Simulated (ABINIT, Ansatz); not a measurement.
# How the form of the self-energy moves the gap of SrTiO3 (Tausonite), part 2 of 2

Wanted: the gap of SrTiO3 (Tausonite) under several approximations, with cost.

ABINIT 10.8.3; PBE and many-body steps on it, plane waves. Known limits of the many-body steps: not at the basis limit; no spin-orbit coupling; coarse k mesh.

So far. Step 5 (G0W0, Engel-Farid plasmon pole): Against G0W0 in ABINIT (4×4×4 mesh, 238 bands, screening to 212.2 eV, Godby-Needs plasmon pole), the gap moves by +0.135 eV. Step 6 (G0W0, Hybertsen-Louie plasmon pole): Against G0W0 in ABINIT (4×4×4 mesh, 238 bands, screening to 212.2 eV, Godby-Needs plasmon pole), the gap moves by +0.752 eV.

## 7. One-shot COHSEX

This step: one-shot COHSEX on PBE, plane waves, norm-conserving pseudopotentials.

run.abi

```
acell 3*1.0 Angstrom
rprim 
  3.905280000000 0.000000000000 0.000000000000
  0.000000000000 3.905280000000 0.000000000000
  0.000000000000 0.000000000000 3.905280000000
ntypat 3
znucl 38 22 8
natom 5
typat 1 2 3 3 3
xred 
  0.500000000000 0.500000000000 0.500000000000
  0.000000000000 0.000000000000 0.000000000000
  0.500000000000 0.000000000000 0.000000000000
  0.000000000000 0.500000000000 0.000000000000
  0.000000000000 0.000000000000 0.500000000000
pp_dirpath "pseudos"
pseudos "Sr.upf, Ti.upf, O.upf"
ecut 38
ngkpt 4 4 4
nshiftk 1
shiftk 0 0 0
kptopt 1
chksymbreak 0
istwfk *1
occopt 1
irdwfk 1
optdriver 4
nband 238
gwcalctyp 7
ecutsigx 38
symsigma 1
nkptgw 2
kptgw 
  0.5000000000 0.5000000000 0.5000000000
  0.0000000000 0.0000000000 0.0000000000
bdgw 
  18 23
  18 23
ecuteps 7.8
irdscr 1
indata_prefix "in"
outdata_prefix "out"
tmpdata_prefix "tmp"
```

Command:

```bash
OMP_NUM_THREADS=1 mpirun -n 8 abinit run.abi > log
```

The program printed:

```text
.Version 10.8.3 of ABINIT. v10.8.2 released Aug 2026.

 Symmetries : space group Pm -3 m (#221); Bravais cP (primitive cubic)
[... echo of the input left out ...]
== DATASET  1 ==================================================================
-   mpi_nproc: 8, omp_nthreads: 1 (-1 if OMP is not activated)

--- !DatasetInfo
iteration_state: {dtset: 1, }
dimensions: {natom: 5, nkpt: 10, mband: 238, nsppol: 1, nspinor: 1, nspden: 1, mpw: 4632, }
cutoff_energies: {ecut:  38.0, pawecutdg:  -1.0, }
[...]
Band     E0 <VxcDFT>   SigX SigC(E0)      Z dSigC/dE  Sig(E)    E-E0       E
[...]
22   8.833 -18.883 -11.450  -8.500   1.000   0.000 -19.950  -1.067   7.766
       23   8.833 -18.883 -11.450  -8.500   1.000   0.000 -19.950  -1.067   7.766

== END DATASET(S) ==============================================================
================================================================================

 -outvars: echo values of variables after computation  --------
           etotal      0.0000000000E+00
            nband         238
             nkpt          10
          spgroup         221
 [... the other variables as echoed above ...]

 Calculation completed.
```

Wall time 6.9 s (8 MPI ranks of Arm Neoverse N1, shared host); peak memory 1.7 GiB; 54 s of CPU time.

Numbers from this step:

* quasiparticle gap on the points computed: 4.174 eV
* starting gap on the mesh: 1.908 eV
* k of the valence top: 0.5, 0.5, 0.5
* k of the conduction bottom: 0, 0, 0
* least direct quasiparticle gap on the computed points: 4.592 eV

Against G0W0 in ABINIT (4×4×4 mesh, 238 bands, screening to 212.2 eV, Godby-Needs plasmon pole), the gap moves by +0.696 eV.

## 8. One-shot Hartree-Fock

This step: one-shot Hartree-Fock on PBE, plane waves, norm-conserving pseudopotentials.

Changes to run.abi since step 7:

```diff
@@ -27,4 +27,4 @@
 optdriver 4
-nband 238
-gwcalctyp 7
+nband 24
+gwcalctyp 5
 ecutsigx 38
@@ -38,4 +38,4 @@
   18 23
-ecuteps 7.8
-irdscr 1
+ixc_sigma 40
+fftgw 31
 indata_prefix "in"
```

The program printed:

```text
.Version 10.8.3 of ABINIT. v10.8.2 released Aug 2026.

 Symmetries : space group Pm -3 m (#221); Bravais cP (primitive cubic)
[... echo of the input left out ...]
== DATASET  1 ==================================================================
-   mpi_nproc: 8, omp_nthreads: 1 (-1 if OMP is not activated)

--- !DatasetInfo
iteration_state: {dtset: 1, }
dimensions: {natom: 5, nkpt: 10, mband: 24, nsppol: 1, nspinor: 1, nspden: 1, mpw: 4632, }
cutoff_energies: {ecut:  38.0, pawecutdg:  -1.0, }
[...]
Band     E0 <VxcDFT>   SigX SigC(E0)      Z dSigC/dE  Sig(E)    E-E0       E
[...]
22   8.833 -18.883 -11.450   0.000   1.000   0.000 -11.450   7.433  16.266
       23   8.833 -18.883 -11.450   0.000   1.000   0.000 -11.450   7.433  16.266

== END DATASET(S) ==============================================================
================================================================================

 -outvars: echo values of variables after computation  --------
           etotal      0.0000000000E+00
            nband          24
             nkpt          10
          spgroup         221
 [... the other variables as echoed above ...]

 Calculation completed.
```

It took 6.1 s on 8 MPI ranks; peak memory 0.57 GiB.

Numbers from this step:

```yaml
quasiparticle_gap_on_the_points_computed: 14.33 eV
starting_gap_on_the_mesh: 1.908 eV
k_of_the_valence_top: 0.5, 0.5, 0.5
k_of_the_conduction_bottom: 0, 0, 0
least_direct_quasiparticle_gap_on_the_computed_points: 14.52 eV
```

Against G0W0 in ABINIT (4×4×4 mesh, 238 bands, screening to 212.2 eV, Godby-Needs plasmon pole), the gap moves by +10.856 eV.

## 9. The runs together

Times are wall times on 8 MPI ranks of Arm Neoverse N1, shared host, good to a factor of about two. A run's time includes the screening step that it read.

```
                               run   mesh  bands  screening cutoff (eV)  DFT gap (eV)  gap on the mesh (eV)  direct (eV)  ε∞ used     time
    G0W0, Godby-Needs plasmon pole  4×4×4    238                  212.2         1.908                 3.478        3.854     6.39  5.7 min
    G0W0, Engel-Farid plasmon pole  4×4×4    238                  212.2         1.908                 3.613        4.000     6.39  5.1 min
G0W0, Hybertsen-Louie plasmon pole  4×4×4    238                  212.2         1.908                 4.230        4.571     6.39  5.7 min
                   one-shot COHSEX  4×4×4    238                  212.2         1.908                 4.174        4.592     6.39  4.8 min
             one-shot Hartree-Fock  4×4×4      -                      -         1.908                14.334       14.520        -    6.1 s
```

## 10. Results

| Property | Result |
| --- | --- |
| G0W0, Godby-Needs plasmon pole | 3.478 eV |
| G0W0, Engel-Farid plasmon pole | 3.613 eV |
| G0W0, Hybertsen-Louie plasmon pole | 4.230 eV |
| one-shot COHSEX | 4.174 eV |
| one-shot Hartree-Fock | 14.334 eV |
| known limits | not at the basis limit; no spin-orbit coupling; coarse k mesh |

G0W0, Engel-Farid plasmon pole: +0.135 eV against G0W0, Godby-Needs plasmon pole. G0W0, Hybertsen-Louie plasmon pole: +0.752 eV against G0W0, Godby-Needs plasmon pole. One-shot COHSEX: +0.696 eV against G0W0, Godby-Needs plasmon pole. One-shot Hartree-Fock: +10.856 eV against G0W0, Godby-Needs plasmon pole. Bare exchange alone opens the gap to 14.33 eV; against G0W0, correlation takes back 10.86 eV. Against experiment, by G0W0, Godby-Needs plasmon pole: the direct gap of 3.85 eV lies +0.08 eV from the measured 3.77 eV (direct, 300 K, 2013). An exciton line or allowed optical edge lies below the quasiparticle gap by the binding energy; a forbidden edge can push the onset above it. These are gaps on the mesh, at modest bands and cutoff. The calculation has static nuclei and no excitons; a measured gap holds zero-point and thermal motion, which mostly lowers it. Bands and cutoff are finite, so the gap is not at the basis limit. The miss can reach some tenths of an eV and take either sign; the mesh is an error of its own. In the first G0W0 run levels were corrected at 2 k points alone, so a gap called «on the mesh» is the least over those, and an edge elsewhere would be missed. The 4×4×4 mesh is coarse for this cell, which bears on the long-range parts of exchange and screening. This is the ideal cubic cell; many perovskites, halides above all, are cubic only on average, and local tilts or off-centring can widen the gap. The many-body steps are scalar-relativistic: spin-orbit coupling is not in them.

[Paths, hosts, dates, memory and timing lines, banners, echoed tables and standing remarks are left out of the program output.]

[Logs are printed without paths, hosts, clocks, repeated set-up lines and the standing remarks that a program may print on its own settings, such as how far it seeks lower states.]

[Runs of the session that timed out or met a known fault of the program may be left out.]

[No measured gap is set beside runs whose start may be inverted or whose files or cutoffs have a known fault.]

[Hosts, paths, dates, database ids (printed as entryN), source tags and the programs' standing remarks are cut or masked in the printed files.]

[G0W0 gaps are taken among the corrected bands and points alone; a level outside them can change the order at an edge.]

[Where Ansatz stands beside ABINIT at settings called matched, ABINIT's density can come from a denser mesh and the files from another edition; pairs whose starting gaps differed by over 0.03 eV were left out, so agreement reads better than it is.]
